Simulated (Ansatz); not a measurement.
# CdInCl3 (model cell, started as cubic perovskite with Cd in the octahedra): a soft mode frozen in, part 2 of 3

Aim: this structure of CdInCl3 (model cell, started as cubic perovskite with Cd in the octahedra) is to be tested for unstable modes, and one is followed downhill.

Ansatz 0.2.0; DFT PBEsol, scalar-relativistic, plane waves, PAW; PAW set soft_1.

So far, highest frequency on the path or at a solved wavevector (cm⁻¹): step 2 (the dispersion) 313. Also lowest frequency on the path (cm⁻¹): step 2 -71.7.

The structure was built from a prototype and need not be the compound's stable phase.

**6. Relaxing from the distorted cell**

Starting from the lowest point found, all atoms and the cell are let go, so that strain and other modes of the same symmetry can join in.

The input, input.yaml:

```yaml
crystal:
  lattice:
    - [5.1238010624, 5.1238010624, 0.0]
    - [5.1238010624, 0.0, 5.1238010624]
    - [5.1238010624, 0.0, -5.1238010624]
  atoms:
    - { symbol: In, position: [0.0, 0.0, 0.0] }
    - { symbol: In, position: [0.0, 0.5, 0.5] }
    - { symbol: Cd, position: [0.5, 0.25, 0.75] }
    - { symbol: Cd, position: [0.5, 0.75, 0.25] }
    - { symbol: Cl, position: [0.4171973963, 0.5828026037, 0.5828026037] }
    - { symbol: Cl, position: [0.5828026037, -0.0828026037, -0.0828026037] }
    - { symbol: Cl, position: [0.0, 0.0414013018, 0.4585986982] }
    - { symbol: Cl, position: [0.0, 0.4585986982, 0.0414013018] }
    - { symbol: Cl, position: [0.5, 0.4585986982, 0.0414013018] }
    - { symbol: Cl, position: [0.5, 0.0414013018, 0.4585986982] }
kpoints:
  mp_grid: { grid: [6, 6, 6] }
hamiltonian:
  xc: pbesol
  pseudopotentials: { kind: paw, azcp: { folder: soft_1 }, xc_functional: pbe }
scf:
  occupations: { method: fixed }
output:
  forces: true
  stress: true
  eigenvalues: true
  write_density: true
  write_potential: true
  elf: true
  volumetric_format: npy
relax:
  adjacent_minimum: "off"
  f_tol: 0.002
  max_steps: 120
  cell: { stress_tol: 0.03 }
```

Launch:

```bash
$ ansatz run input.yaml --threads 4 --pin off --max-ram 16384MiB --backend cpu --events-out ev --progress --plain --runs-dir out
```

Numbers of over 12 decimals in the logs are rounded to 6 here.

What it wrote:

```text
[...]
Crystal: 10 atoms, lattice volume = 269.034 Å³
Basis set: ecut = 420 eV, 5209 PW (Γ), exchange–correlation on 100×100×100 points (8 copies of the dense FFT grid, shifted against one another)
Bands: 65, of which v1, the nominal top of the filled ones, is band 54 counted from 1 (53 counted from 0)
Symmetry: 8 space group operations
[...]
k-points: 46 of 216
[...]
SCF iter   1: F=—  HF=-33796.504614 eV  |F-HF|=—  |Δ(HF+E_count)|=         —  Δρ=5.24e-2  dr2=8.59e0  ethr=3.10e-3  ⟨swp⟩=4.9  Hψ=9745  notcnv=0  defer=341
[...]
SCF iter   8: F=-33793.203335 eV  HF=-33793.203335 eV  |F-HF|=2.69e-8  |Δ(HF+E_count)|=   7.27e-7  Δρ=4.40e-6  dr2=6.72e-8  ethr=9.26e-11  ⟨swp⟩=22.6  Hψ=27951  notcnv=0
SCF 1 converged in 8 iterations: F = -33793.203335 eV  dr2 = 6.72e-8
[...]
relax step   1: F+E_penalty+E_count = -33793.20333542 eV  Δ(F+E_penalty+E_count) = +0.000e0 eV  max|allowed force component| = 1.038e-1 eV/Å  Δτ_max = 0.0000 Å  P = -0.648 GPa  Ω = 269.034 Å³  (8 SCF iters, dr2 threshold 1.00e-7 eV, accepted)
Crystal: 10 atoms, lattice volume = 264.597 Å³
Basis set: ecut = 420 eV, 5101 PW (Γ), exchange–correlation on 100×100×100 points (8 copies of the dense FFT grid, shifted against one another)
[...]
iter 1 solved again at ethr=4.92e-6 eV; its pass at ethr=3.10e-3 eV (dr2=5.31e-3 eV) is discarded
[...]
SCF iter   5: F=-33793.235554 eV  HF=-33793.235554 eV  |F-HF|=4.12e-7  |Δ(HF+E_count)|=   7.69e-7  Δρ=2.05e-5  dr2=8.98e-7  ethr=9.26e-10  ⟨swp⟩=19.1  Hψ=29673  notcnv=0
SCF 2 converged in 5 iterations: F = -33793.235554 eV  dr2 = 8.98e-7
relax step   2: F+E_penalty+E_count = -33793.23555446 eV  Δ(F+E_penalty+E_count) = -3.222e-2 eV  max|allowed force component| = 1.013e-1 eV/Å  Δτ_max = 0.0311 Å  P = -0.115 GPa  Ω = 264.597 Å³  energy of the carried Pulay correction = +4.096e-4 eV  (5 SCF iters, dr2 threshold 1.00e-6 eV, accepted)
Crystal: 10 atoms, lattice volume = 260.244 Å³
Basis set: ecut = 420 eV, 5059 PW (Γ), exchange–correlation on 100×100×100 points (8 copies of the dense FFT grid, shifted against one another)
[...]
SCF iter   6: F=-33793.272877 eV  HF=-33793.272877 eV  |F-HF|=3.89e-7  |Δ(HF+E_count)|=   3.52e-6  Δρ=1.38e-5  dr2=5.82e-7  ethr=5.94e-10  ⟨swp⟩=18.9  Hψ=29527  notcnv=0
SCF 3 converged in 6 iterations: F = -33793.272877 eV  dr2 = 5.82e-7
relax step   3: F+E_penalty+E_count = -33793.27287692 eV  Δ(F+E_penalty+E_count) = -3.732e-2 eV  max|allowed force component| = 2.613e-2 eV/Å  Δτ_max = 0.1495 Å  P = +0.462 GPa  Ω = 260.244 Å³  energy of the carried Pulay correction = +8.228e-4 eV  (6 SCF iters, dr2 threshold 6.42e-7 eV, accepted)
[...]
relax step   4: F+E_penalty+E_count = -33793.27805142 eV  Δ(F+E_penalty+E_count) = -5.175e-3 eV  max|allowed force component| = 1.158e-2 eV/Å  Δτ_max = 0.0175 Å  P = +0.067 GPa  Ω = 262.587 Å³  energy of the carried Pulay correction = +5.990e-4 eV  (5 SCF iters, dr2 threshold 7.93e-7 eV, accepted)
[...]
relax step   5: F+E_penalty+E_count = -33793.27847905 eV  Δ(F+E_penalty+E_count) = -4.276e-4 eV  max|allowed force component| = 1.456e-2 eV/Å  Δτ_max = 0.0131 Å  P = +0.052 GPa  Ω = 262.573 Å³  energy of the carried Pulay correction = +6.003e-4 eV  (6 SCF iters, dr2 threshold 3.67e-8 eV, accepted)
[...]
relax step   6: F+E_penalty+E_count = -33793.27902432 eV  Δ(F+E_penalty+E_count) = -5.453e-4 eV  max|allowed force component| = 2.171e-3 eV/Å  Δτ_max = 0.0070 Å  P = +0.002 GPa  Ω = 262.881 Å³  energy of the carried Pulay correction = +5.711e-4 eV  (6 SCF iters, dr2 threshold 2.36e-8 eV, accepted)
[...]
relax step   7: F+E_penalty+E_count = -33793.27903080 eV  Δ(F+E_penalty+E_count) = -6.489e-6 eV  max|allowed force component| = 3.072e-4 eV/Å  Δτ_max = 0.0016 Å  P = -0.001 GPa  Ω = 262.917 Å³  energy of the carried Pulay correction = +5.677e-4 eV  (6 SCF iters, dr2 threshold 2.94e-10 eV, accepted)
Basis set: ecut = 420 eV, 5123 PW (Γ), exchange–correlation on 96×96×96 points (8 copies of the dense FFT grid, shifted against one another)
[...]
SCF iter   5: F=-33793.278482 eV  HF=-33793.278482 eV  |F-HF|=8.73e-11  |Δ(HF+E_count)|=  1.46e-10  Δρ=1.37e-7  dr2=2.71e-11  ethr=1.00e-12  ⟨swp⟩=19.1  Hψ=21834  notcnv=0
SCF 8 converged in 5 iterations: F = -33793.278482 eV  dr2 = 2.71e-11
relax step   8: F+E_penalty+E_count = -33793.27848234 eV  Δ(F+E_penalty+E_count) = +5.485e-4 eV  max|allowed force component| = 3.259e-4 eV/Å  Δτ_max = 0.0000 Å  P = -0.002 GPa  Ω = 262.917 Å³  stress off target by 3.58e-3 GPa  SCF on the basis re-selected at this cell (its energy is not comparable with the rows above)  (5 SCF iters)
basis re-selected at this cell: Δ(F+E_penalty+E_count) = +5.485e-4 eV, ΔP = -0.001 GPa vs the last step (what re-selecting the basis moved, of the pressure what is left beyond the Pulay correction that the steps carried, after the strain that the cell walked since its last selection, with what the two solves' SCF thresholds leave and, on support functions, any second-order correction that the steps lacked; it is no measure of the basis error at this ecutwfc). The dense FFT grid was sized anew with the basis: this SCF ran on 48×48×48 points, the steps before it on 50×50×50, so part of this shift can come from that change (see relax.cell in the input reference). [rest of the remark cut]
SCF converged after 5 iterations
Free energy (F): -33793.278482 eV
[...]
Internal energy: -33793.278482 eV  (E = F + TS)
E sigma→0 (E₀):  -33793.278482 eV
Fermi energy:    4.782727 eV
[...]
--- Forces (eV/Å), atoms counted from 1 ---
  atom   1  In     0.00000402    -0.00000402    -0.00000000
  atom   2  In    -0.00000402     0.00000402     0.00000000
  atom   3  Cd     0.00000000     0.00000000     0.00000000
  atom   4  Cd     0.00000000     0.00000000     0.00000000
  atom   5  Cl     0.00032591    -0.00032591    -0.00000000
  atom   6  Cl    -0.00032591     0.00032591     0.00000000
  atom   7  Cl     0.00000000     0.00000000     0.00000423
  atom   8  Cl     0.00000000    -0.00000000    -0.00000423
  atom   9  Cl     0.00000000    -0.00000000    -0.00000423
  atom  10  Cl     0.00000000     0.00000000     0.00000423
  max |Σ_I F_I| component: 3.47e-18 eV/Å
--- Stress (GPa, compression-positive) ---
       -0.001165      -0.000572       0.000000
       -0.000572      -0.001165      -0.000000
        0.000000      -0.000000      -0.003584
  P = ⅓ Tr σ = -0.0020 GPa (-0.020 kbar)
--- Band table (eV; the first three rows and the last of 46) ---
  k-point 0: bands = [... 50 lower, 3.6092, 3.7954, 3.8042, 4.2178, 6.3759, 10.0120, 10.0420, 10.0462, ... 7 higher]
  k-point 1: bands = [... 50 lower, 3.5888, 3.7068, 3.9969, 4.2736, 6.5524, 9.4272, 9.7015, 9.8511, ... 7 higher]
  k-point 2: bands = [... 50 lower, 3.3740, 3.5424, 4.1898, 4.4504, 7.1161, 8.6506, 9.0115, 9.2669, ... 7 higher]
  k-point 45: bands = [... 50 lower, 3.3823, 3.5500, 4.5733, 4.6634, 8.3869, 8.6869, 8.8777, 8.9995, ... 7 higher]
--- Relaxed structure (7 steps of the walk, 7 accepted, 1 SCFs on fresh bases) ---
  F+E_penalty+E_count = -33793.27848234 eV   max|allowed force component| = 3.259e-4 eV/Å   (the final SCF, on the basis selected at the relaxed cell)
  cell:  # Å, volume = 262.9172 Å³
    - [5.053456, 5.053456, 0.0]
    - [5.133019, -0.079563, 4.990540]
    - [5.133019, -0.079563, -4.990540]
  atoms:
    - { symbol: In, position: [-0.021241, 0.021241, 0.021241] }
    - { symbol: In, position: [0.021241, 0.478759, 0.478759] }
    - { symbol: Cd, position: [0.5, 0.25, 0.75] }
    - { symbol: Cd, position: [0.5, 0.750000, 0.250000] }
    - { symbol: Cl, position: [0.411068, 0.588932, 0.588932] }
    - { symbol: Cl, position: [0.588932, -0.088932, -0.088932] }
    - { symbol: Cl, position: [8.673617379884035e-19, 0.052043, 0.447957] }
    - { symbol: Cl, position: [8.673617379884035e-19, 0.447957, 0.052043] }
    - { symbol: Cl, position: [0.5, 0.447957, 0.052043] }
    - { symbol: Cl, position: [0.5, 0.052043, 0.447957] }
```

Run time: 92 s. Hardware: 4 threads of Arm Neoverse V2, shared host; peak memory 1.1 GiB; 6 min of CPU time.

Step by step:

```
step  energy less that of the first step (eV)  largest force component (eV/Å)  pressure (GPa)  volume (Å³)
   1                                   0.0000                          0.1038           -0.65       269.03
   2                                  -0.0322                          0.1013           -0.12       264.60
   3                                  -0.0695                          0.0261            0.46       260.24
   4                                  -0.0747                          0.0116            0.07       262.59
   5                                  -0.0751                          0.0146            0.05       262.57
   6                                  -0.0757                          0.0022            0.00       262.88
   7                                  -0.0757                          0.0003            0.00       262.92
  8*                                  -0.0751                          0.0003            0.00       262.92
```

Relaxation steps marked * repeat the geometry before them on a plane-wave basis chosen anew for their cell, so energy and pressure can jump there.

The run keeps the 8 symmetry operations that it works with, so distortions that break them were not tested.

```
conventional cell, symmetrised  before  after  change
                         a (Å)   7.246  7.147  -1.4 %
                         b (Å)  10.248  9.981  -2.6 %
                         c (Å)   7.246  7.372  +1.7 %
              volume (Å³/atom)   26.90  26.29  -2.3 %
```

The atoms that moved most (Å, as changes of fractional coordinates times the final cell):

```
atom      dx      dy      dz  length
 In1   0.111  -0.111   0.000   0.157
 In2  -0.111   0.111   0.000   0.157
 Cl7   0.000   0.000   0.106   0.106
 Cl8   0.000   0.000  -0.106   0.106
Cl10   0.000   0.000   0.106   0.106
 Cl9   0.000   0.000  -0.106   0.106
 Cl5   0.032  -0.032   0.000   0.045
 Cl6  -0.032   0.032   0.000   0.045
```

This step gave:

```
pressure          : -0.001971 GPa
gap on the k-mesh : 1.593 eV
volume per atom   : 26.29 Å³
```

ELF in the bc plane of the conventional cell at fractional x = 0.000, with atoms of In and Cd and Cl within 0.2 Å of it. It is the smooth field of the valence electrons, not physical close to the nuclei.

Values, 11 rows by 16 columns, each cell a mean:
```
0.02 0.14 0.29 0.14 0.09 0.28 0.19 0.03 0.01 0.17 0.34 0.24 0.20 0.33 0.25 0.02
0.03 0.05 0.18 0.29 0.30 0.22 0.08 0.03 0.02 0.04 0.18 0.23 0.23 0.20 0.07 0.02
0.05 0.05 0.05 0.12 0.13 0.06 0.04 0.05 0.04 0.03 0.18 0.44 0.48 0.25 0.04 0.03
0.12 0.08 0.03 0.04 0.05 0.03 0.06 0.11 0.12 0.11 0.56 0.82 0.82 0.70 0.17 0.11
0.43 0.20 0.18 0.55 0.60 0.27 0.15 0.38 0.43 0.21 0.61 0.65 0.53 0.74 0.23 0.38
0.75 0.28 0.48 0.81 0.79 0.65 0.23 0.62 0.75 0.28 0.42 0.82 0.83 0.58 0.22 0.62
0.33 0.18 0.63 0.65 0.54 0.75 0.22 0.29 0.32 0.16 0.12 0.38 0.43 0.17 0.12 0.29
0.08 0.08 0.49 0.83 0.84 0.63 0.13 0.08 0.09 0.06 0.03 0.02 0.03 0.02 0.05 0.08
0.03 0.02 0.11 0.28 0.31 0.15 0.03 0.03 0.05 0.05 0.07 0.17 0.19 0.09 0.05 0.05
0.02 0.07 0.25 0.28 0.28 0.27 0.11 0.02 0.02 0.07 0.21 0.28 0.27 0.25 0.10 0.03
0.01 0.19 0.33 0.18 0.13 0.32 0.26 0.03 0.02 0.16 0.30 0.10 0.06 0.29 0.23 0.03
```
Columns run along b (10.0 Å), rows up along c (7.4 Å), edges of the conventional cell, whose origin can differ from the input's. Atoms in or near the plane, at fractional coordinates: In at (0.75, 0.02), In at (0.25, 0.98), Cd at (0.50, 0.50), Cd at (0.00, 0.50), Cl at (0.75, 0.59), Cl at (0.25, 0.41).

Electrostatic potential energy in the bc plane of the conventional cell at fractional x = 0.000, with atoms of In and Cd and Cl within 0.2 Å of it. With pseudopotentials it is smooth inside the atoms' cores, unlike the true potential.

Ten even steps from '_' (-33 eV) to '@' (10 eV), each cell a mean:
```
@@@@@@%%++..______--##@@@@@@@@@@@@%%**::____..==%%@@@@@@
@@@@@@@@**::____..==%%@@@@@@@@@@@@@@%%++--::==##%%@@@@@@
@@@@@@@@%%**==--++##@@@@@@@@@@@@@@@@@@%%####%%@@@@@@@@@@
@@@@@@@@@@%%%%%%%%@@@@@@@@@@@@@@@@@@@@@@@@@@@@@@@@@@@@@@
@@@@@@@@@@@@@@@@@@@@@@@@@@@@@@@@@@@@@@@@@@@@@@@@@@@@@@@@
@@@@@@@@@@@@@@@@@@@@@@@@@@@@@@@@@@@@@@%%####%%@@@@@@@@@@
%%%%@@@@@@@@@@@@@@@@@@@@%%%%%%%%@@@@%%++..__--##@@@@%%%%
==++##@@@@@@@@@@@@@@@@%%**====++##%%##..______++%%%%**==
::--++%%@@@@@@@@@@@@@@##--::::--++%%##..______++%%##--::
__::==##%%##====**%%%%++::..__::==##%%++..__--##%%++::..
..::==##%%--____..**%%**--....::==%%@@%%####%%@@%%**--..
--==**%%##..______==%%##==----==**%%@@@@@@@@@@@@@@##==--
**##%%@@%%--____..**%%%%##****##%%@@@@@@@@@@@@@@@@@@##**
%%@@@@@@@@##==--++%%@@@@@@@@%%@@@@@@@@@@@@@@@@@@@@@@@@@@
@@@@@@@@@@@@%%%%@@@@@@@@@@@@@@@@@@@@@@@@@@@@@@@@@@@@@@@@
@@@@@@@@@@@@@@@@@@@@@@@@@@@@@@@@@@@@@@@@@@%%@@@@@@@@@@@@
@@@@@@@@@@@@%%%%@@@@@@@@@@@@@@@@@@@@@@%%****##%%@@@@@@@@
@@@@@@@@%%##**++##%%@@@@@@@@@@@@@@@@##==::..--**%%@@@@@@
@@@@@@@@##==....::**%%@@@@@@@@@@@@%%**..______--##@@@@@@
@@@@@@%%++..______--##@@@@@@@@@@@@%%++..______--##@@@@@@
```
Columns run along b (10.0 Å; values clipped at the 3rd and 97th percentile), rows up along c (7.4 Å), edges of the conventional cell, whose origin can differ from the input's. Atoms in or near the plane, at fractional coordinates: In at (0.75, 0.02), In at (0.25, 0.98), Cd at (0.50, 0.50), Cd at (0.00, 0.50), Cl at (0.75, 0.59), Cl at (0.25, 0.41).

Valence density in the bc plane of the conventional cell at fractional x = 0.000, with atoms of In and Cd and Cl within 0.2 Å of it. It is the smooth field of the valence electrons, not physical close to the nuclei.

Values in e/Å³, 11 rows by 16 columns, each cell a mean:
```
 0  0  1  5  6  1  0  0  0  0  0  3  3  1  0  0
 0  0  0  1  1  0  0  0  0  0  0  0  0  0  0  0
 0  0  0  0  0  0  0  0  0  0  0  0  0  0  0  0
 0  0  0  0  0  0  0  0  0  0  0  1  1  1  0  0
 6  1  0  0  0  0  0  4  6  1  1  1  1  1  0  4
17  2  0  1  1  1  1 12 17  2  0  1  1  0  1 12
 3  0  1  1  1  1  0  2  3  0  0  0  0  0  0  2
 0  0  0  1  1  0  0  0  0  0  0  0  0  0  0  0
 0  0  0  0  0  0  0  0  0  0  0  0  0  0  0  0
 0  0  0  0  0  0  0  0  0  0  0  1  2  0  0  0
 0  0  0  4  5  1  0  0  0  0  1  6  7  1  0  0
```
Columns run along b (10.0 Å), rows up along c (7.4 Å), edges of the conventional cell, whose origin can differ from the input's. Atoms in or near the plane, at fractional coordinates: In at (0.75, 0.02), In at (0.25, 0.98), Cd at (0.50, 0.50), Cd at (0.00, 0.50), Cl at (0.75, 0.59), Cl at (0.25, 0.41).

The distorted start has space group Imma; the relaxation ends in Imma.

**7. The new phase in its own primitive cell**

The relaxed structure is symmetrised, reduced to its primitive cell and relaxed tightly, as its phonons need.

The input, input.yaml:

```yaml
crystal:
  lattice:
    - [-3.5733330105, 4.9905401262, 3.6858521974]
    - [3.5733330105, -4.9905401262, 3.6858521974]
    - [3.5733330105, 4.9905401262, -3.6858521974]
  atoms:
    - { symbol: In, position: [0.7712407335, 0.0212407335, 0.75] }
    - { symbol: In, position: [0.2287592665, 0.9787592665, 0.25] }
    - { symbol: Cd, position: [0.0, 0.5, 0.5] }
    - { symbol: Cd, position: [0.5, 0.5, 0.0] }
    - { symbol: Cl, position: [0.3389323593, 0.5889323593, 0.75] }
    - { symbol: Cl, position: [0.6610676407, 0.4110676407, 0.25] }
    - { symbol: Cl, position: [0.8020433168, 0.5, 0.8020433168] }
    - { symbol: Cl, position: [0.1979566832, 0.5, 0.1979566832] }
    - { symbol: Cl, position: [0.1979566832, 0.0, 0.6979566832] }
    - { symbol: Cl, position: [0.8020433168, 0.0, 0.3020433168] }
kpoints:
  mp_grid: { grid: [6, 6, 6] }
hamiltonian:
  xc: pbesol
  pseudopotentials: { kind: paw, azcp: { folder: soft_1 }, xc_functional: pbe }
scf:
  occupations: { method: fixed }
output:
  forces: true
  stress: true
  eigenvalues: true
relax:
  adjacent_minimum: "off"
  f_tol: 0.001
  max_steps: 60
  cell: { stress_tol: 0.01 }
```

What it wrote:

```text
[...]
Crystal: 10 atoms, lattice volume = 262.917 Å³
Basis set: ecut = 420 eV, 5123 PW (Γ), exchange–correlation on 96×96×96 points (8 copies of the dense FFT grid, shifted against one another)
Bands: 65, of which v1, the nominal top of the filled ones, is band 54 counted from 1 (53 counted from 0)
Symmetry: 8 space group operations
[...]
k-points: 46 of 216
[...]
- { symbol: Cd, position: [0.0, 0.5, 0.5] }
    - { symbol: Cd, position: [0.5, 0.5, 0.0] }
    - { symbol: Cl, position: [0.3389323593, 0.5889323593, 0.75] }
    - { symbol: Cl, position: [0.6610676407, 0.411068, 0.25] }
    - { symbol: Cl, position: [0.802043, 0.5, 0.802043] }
    - { symbol: Cl, position: [0.197957, 0.5, 0.197957] }
    - { symbol: Cl, position: [0.197957, 5.551115123125783e-17, 0.697957] }
    - { symbol: Cl, position: [0.802043, 0.0, 0.302043] }
[key lines of the parts left out:]
SCF converged after 7 iterations
Free energy (F): -33793.278482 eV
Fermi energy:    4.782725 eV
P = ⅓ Tr σ = -0.0020 GPa (-0.020 kbar)
```

Run time: 23 s. Hardware: 4 threads; peak memory 1 GiB; 90 s of CPU time.

Little changed from the start: no atom moved by 0.005 Å and no cell edge by 0.1 %.

Numbers from this step:

```yaml
pressure: -0.001973 GPa
direct_gap_on_mesh: 2.158 eV
```

The largest force component left is 0.46 meV/Å and the pressure is -0.002 GPa, within the tolerances set. The cell now holds 26.29 Å³/atom.

[end of part 2 of 3]

[Logs are printed without paths, hosts, clocks, repeated set-up lines and the standing remarks that a program may print on its own settings, such as how far it seeks lower states.]

[Hosts, paths, dates, database ids (printed as entryN), source tags and the programs' standing remarks are cut or masked in the printed files.]
